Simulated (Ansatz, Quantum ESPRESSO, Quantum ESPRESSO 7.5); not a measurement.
# Complex bands of AlN, zinc blende type, lattice constant set to 4.312 Å

Wanted: the complex band structure of AlN, zinc blende type, lattice constant set to 4.312 Å, as for a tunnel barrier.

Main program and level: Quantum ESPRESSO 7.5; plane-wave DFT, LDA, GBRV ultrasoft pseudopotentials (cross-check by Ansatz 0.2.0 with PAW datasets).

The structure was built from a prototype and need not be the compound's stable phase.

## Step 1: The structure

It takes space group F-43m (No. 216, cubic). Conventional cell: a = 4.312 Å, b = 4.312 Å, c = 4.312 Å, α = 90.00°, β = 90.00°, γ = 90.00°. Al has 4 N at 1.87 Å nearest. N has 4 Al at 1.87 Å nearest. Farther neighbours and most contacts between anions are not listed.

## Step 2: SCF with pw.x

pwcond needs a cell whose third axis lies along the current and stands perpendicular to the other two.

Input file scf.in:

```
&control
  prefix = 'scf'
  outdir = './out'
  pseudo_dir = './pseudo'
  calculation = 'scf'
  tprnfor = .true.
/
&system
  ibrav = 0
  nat = 4
  ntyp = 2
  ecutwfc = 40
  ecutrho = 200
  occupations = 'fixed'
  nbnd = 12
/
&electrons
  conv_thr = 1e-09
  mixing_beta = 0.6
  electron_maxstep = 120
/
ATOMIC_SPECIES
  Al  26.9815  al_lda_v1.uspp.F.UPF
  N   14.0070  n_lda_v1.2.uspp.F.UPF
CELL_PARAMETERS angstrom
  3.04904444047639 0.00000000000000 0.00000000000000
  0.00000000000000 3.04904444047639 0.00000000000000
  0.00000000000000 0.00000000000000 4.31200000000000
ATOMIC_POSITIONS crystal
  Al  0.000000000000 0.000000000000 0.000000000000
  N   0.500000000000 0.000000000000 0.250000000000
  Al  0.500000000000 0.500000000000 0.500000000000
  N   0.000000000000 0.500000000000 0.750000000000
K_POINTS automatic
  8 8 6 0 0 0
```

On the command line:

```bash
OMP_NUM_THREADS=1 mpirun -n 2 pw.x -nk 2 -in scf.in > scf.out
```

The program printed:

```text
Program PWSCF v.7.5 starts
[citation notice left out]

     Parallel version (MPI & OpenMP), running on       2 processor cores
     Number of MPI processes:                 2
     Threads/MPI process:                     1

     MPI processes distributed on     1 nodes
[...]
Current dimensions of program PWSCF are:
     Max number of different atomic species (ntypx) = 10
     Max number of k-points (npk) =  40000
     Max angular momentum in pseudopotentials (lmaxx) =  4
     Found identity + ( -0.5000 -0.5000 -0.5000) symmetry
     This is a supercell, fractional translations are disabled
     Message from routine setup:
     using ibrav=0 with symmetry is DISCOURAGED, use correct ibrav instead

     K-points division:     npool     =       2
     Subspace diagonalization in iterative solution of the eigenvalue problem:
     a serial algorithm will be used

     G-vector sticks info
     --------------------
     sticks:   dense  smooth     PW     G-vecs:    dense   smooth      PW
     Sum         517     421    137                12857     9301    1715

     Using Slab Decomposition

     bravais-lattice index     =            0
     lattice parameter (alat)  =       5.7619  a.u.
     unit-cell volume          =     270.5222 (a.u.)^3
     number of atoms/cell      =            4
     number of atomic types    =            2
     number of electrons       =        16.00
     number of Kohn-Sham states=           12
     kinetic-energy cutoff     =      40.0000  Ry
     charge density cutoff     =     200.0000  Ry
     scf convergence threshold =      1.0E-09
     mixing beta               =       0.6000
     number of iterations used =            8  plain     mixing
     Exchange-correlation= SLA  PZ   NOGX NOGC
                           (   1   1   0   0   0   0   0)

     celldm(1)=   5.761859  celldm(2)=   0.000000  celldm(3)=   0.000000
     celldm(4)=   0.000000  celldm(5)=   0.000000  celldm(6)=   0.000000

     crystal axes: (cart. coord. in units of alat)
               a(1) = (   1.000000   0.000000   0.000000 )
               a(2) = (   0.000000   1.000000   0.000000 )
               a(3) = (   0.000000   0.000000   1.414214 )

     reciprocal axes: (cart. coord. in units 2 pi/alat)
               b(1) = (  1.000000  0.000000  0.000000 )
               b(2) = (  0.000000  1.000000  0.000000 )
               b(3) = (  0.000000  0.000000  0.707107 )

     PseudoPot. # 1 for Al read from file:
     ./pseudo/al_lda_v1.uspp.F.UPF
     Pseudo is Ultrasoft + core correction, Zval =  3.0
     Generated by new atomic code, or converted to UPF format
     Using radial grid of  893 points,  3 beta functions with:
                l(1) =   0
                l(2) =   1
                l(3) =   2
     Q(r) pseudized with  8 coefficients,  rinner =    0.900   0.900   0.900
                                                       0.900   0.900

     PseudoPot. # 2 for N  read from file:
     ./pseudo/n_lda_v1.2.uspp.F.UPF
     Pseudo is Ultrasoft + core correction, Zval =  5.0
     Generated by new atomic code, or converted to UPF format
     Using radial grid of  729 points,  4 beta functions with:
                l(1) =   0
                l(2) =   0
                l(3) =   1
                l(4) =   1
     Q(r) pseudized with  8 coefficients,  rinner =    0.900   0.900   0.900

     atomic species   valence    mass     pseudopotential
     Al                3.00    26.98150     Al( 1.00)
     N                 5.00    14.00700     N ( 1.00)

      8 Sym. Ops. (no inversion) found

   Cartesian axes

     site n.     atom                  positions (alat units)
         1        Al     tau(   1) = (   0.0000000   0.0000000   0.0000000  )
         2        N      tau(   2) = (   0.5000000   0.0000000   0.3535534  )
         3        Al     tau(   3) = (   0.5000000   0.5000000   0.7071068  )
         4        N      tau(   4) = (   0.0000000   0.5000000   1.0606602  )

     number of k points=    60
                       cart. coord. in units 2pi/alat
        k(    1) = (   0.0000000   0.0000000   0.0000000), wk =   0.0052083
        k(    2) = (   0.0000000   0.0000000   0.1178511), wk =   0.0104167
        k(    3) = (   0.0000000   0.0000000   0.2357023), wk =   0.0104167
        k(    4) = (   0.0000000   0.0000000  -0.3535534), wk =   0.0052083
        k(    5) = (   0.0000000   0.1250000   0.0000000), wk =   0.0208333
        k(    6) = (   0.0000000   0.1250000   0.1178511), wk =   0.0416667
        k(    7) = (   0.0000000   0.1250000   0.2357023), wk =   0.0416667
        k(    8) = (   0.0000000   0.1250000  -0.3535534), wk =   0.0208333
        k(    9) = (   0.0000000   0.2500000   0.0000000), wk =   0.0208333
        k(   10) = (   0.0000000   0.2500000   0.1178511), wk =   0.0416667
[...]
k(   60) = (  -0.5000000  -0.5000000  -0.3535534), wk =   0.0052083

     Dense  grid:    12857 G-vectors     FFT dimensions: (  25,  25,  40)

     Smooth grid:     9301 G-vectors     FFT dimensions: (  24,  24,  36)

     Estimated max dynamical RAM per process >      22.05 MB

     Estimated total dynamical RAM >      40.96 MB

     Initial potential from superposition of free atoms

     starting charge      15.9956, renormalised to      16.0000
     Starting wfcs are   16 randomized atomic wfcs

     total cpu time spent up to now is        0.5 secs

     per-process dynamical memory:    18.6 Mb

     Self-consistent Calculation

     iteration #  1     ecut=    40.00 Ry     beta= 0.60
     Davidson diagonalization with overlap
     ethr =  1.00E-02,  avg # of iterations =  3.9

     total cpu time spent up to now is        1.3 secs

     total energy              =     -53.57522674 Ry
     estimated scf accuracy    <       1.24413182 Ry

     iteration #  2     ecut=    40.00 Ry     beta= 0.60
[...]
total energy              =     -53.97115698 Ry
     estimated scf accuracy    <       0.42859756 Ry

     iteration #  3     ecut=    40.00 Ry     beta= 0.60
[...]
total energy              =     -54.03625375 Ry
     estimated scf accuracy    <       0.00716733 Ry

     iteration #  4     ecut=    40.00 Ry     beta= 0.60
[...]
total energy              =     -54.03837966 Ry
     estimated scf accuracy    <       0.00447822 Ry

     iteration #  5     ecut=    40.00 Ry     beta= 0.60
[...]
total energy              =     -54.03869857 Ry
     estimated scf accuracy    <       0.00038558 Ry

     iteration #  6     ecut=    40.00 Ry     beta= 0.60
[...]
total energy              =     -54.03864133 Ry
     estimated scf accuracy    <       0.00014828 Ry

     iteration #  7     ecut=    40.00 Ry     beta= 0.60
[...]
total energy              =     -54.03868979 Ry
     estimated scf accuracy    <       0.00001151 Ry

     iteration #  8     ecut=    40.00 Ry     beta= 0.60
[...]
total energy              =     -54.03869044 Ry
     estimated scf accuracy    <       0.00000259 Ry

     iteration #  9     ecut=    40.00 Ry     beta= 0.60
[...]
total energy              =     -54.03869118 Ry
     estimated scf accuracy    <       0.00000010 Ry

     iteration # 10     ecut=    40.00 Ry     beta= 0.60
[...]
total energy              =     -54.03869116 Ry
     estimated scf accuracy    <       0.00000005 Ry

     iteration # 11     ecut=    40.00 Ry     beta= 0.60
[...]
total energy              =     -54.03869117 Ry
     estimated scf accuracy    <          3.7E-09 Ry

     iteration # 12     ecut=    40.00 Ry     beta= 0.60
[...]
total energy              =     -54.03869117 Ry
     estimated scf accuracy    <       0.00000001 Ry

     iteration # 13     ecut=    40.00 Ry     beta= 0.60
[...]
total energy              =     -54.03869117 Ry
     estimated scf accuracy    <          6.0E-09 Ry

     iteration # 14     ecut=    40.00 Ry     beta= 0.60
[...]
total energy              =     -54.03869117 Ry
     estimated scf accuracy    <          2.0E-09 Ry

     iteration # 15     ecut=    40.00 Ry     beta= 0.60
[...]
End of self-consistent calculation

          k = 0.0000 0.0000 0.0000 (  1149 PWs)   bands (ev):

    -8.0489  -5.0776   1.9613   5.1920   5.1920   7.0806   7.0806   7.0806
    10.3156  11.6221  15.6490  19.6703

          k = 0.0000 0.0000 0.1179 (  1141 PWs)   bands (ev):

    -7.9029  -5.3689   2.2822   5.2970   5.2970   6.5105   6.9252   6.9252
    10.7370  12.2290  15.8448  19.2221

          k = 0.0000 0.0000 0.2357 (  1148 PWs)   bands (ev):

    -7.4795  -6.0562   3.0914   5.3623   5.5962   5.5962   6.5280   6.5280
    11.8733  13.2285  16.4229  18.2783

          k = 0.0000 0.0000-0.3536 (  1152 PWs)   bands (ev):

    -6.8283  -6.8283   4.1630   4.1630   6.0382   6.0382   6.0382   6.0382
    13.1452  13.1452  17.3341  17.3341

          k = 0.0000 0.1250 0.0000 (  1147 PWs)   bands (ev):

    -7.8851  -5.0622   2.1380   4.4570   5.3047   6.3019   6.8975   7.0778
    10.9720  12.2843  16.2108  19.2755

          k = 0.0000 0.1250 0.1179 (  1157 PWs)   bands (ev):

    -7.7427  -5.3276   2.3350   4.7009   5.4053   5.6620   6.9355   6.9989
    11.3533  12.7003  16.3790  18.9911

[...]
highest occupied, lowest unoccupied level (ev):     7.0806   10.3156

!    total energy              =     -54.03869117 Ry
     estimated scf accuracy    <          3.3E-11 Ry

     The total energy is the sum of the following terms:
     one-electron contribution =      -1.23386281 Ry
     hartree contribution      =      11.03230457 Ry
     xc contribution           =     -19.67111203 Ry
     ewald contribution        =     -44.16602090 Ry

     convergence has been achieved in  15 iterations

     Forces acting on atoms (cartesian axes, Ry/au):

     atom    1 type  1   force =     0.00000000    0.00000000    0.00000000
     atom    2 type  2   force =     0.00000000    0.00000000    0.00000230
     atom    3 type  1   force =     0.00000000    0.00000000    0.00000000
     atom    4 type  2   force =     0.00000000    0.00000000   -0.00000230

     Total force =     0.000003     Total SCF correction =     0.000000

[...]
=------------------------------------------------------------------------------=
   JOB DONE.
=------------------------------------------------------------------------------=
```

Elapsed: 9.6 s, on 2 MPI ranks of Arm Neoverse V1, shared host; peak memory 0.12 GiB; 19 s of CPU time.

Numbers from this step:

- free energy: -735.2338 eV
- valence top, on the run's zero: 7.081 eV
- conduction bottom, on the run's zero: 10.32 eV
- gap by band count: 3.235 eV

The run needed 15 iterations to bring the estimated error under 1e-09 Ry.

(Continued in part 2 of 3.)

[Logs are printed without paths, hosts, clocks, repeated set-up lines and the standing remarks that a program may print on its own settings, such as how far it seeks lower states.]

[Hosts, paths, dates, database ids (printed as entryN), source tags and the programs' standing remarks are cut or masked in the printed files.]

[Maps of the electrostatic potential energy from Ansatz leave out the sawtooth potential of an applied field or a dipole correction, so their vacuum need not be flat; planar profiles and work functions include it.]
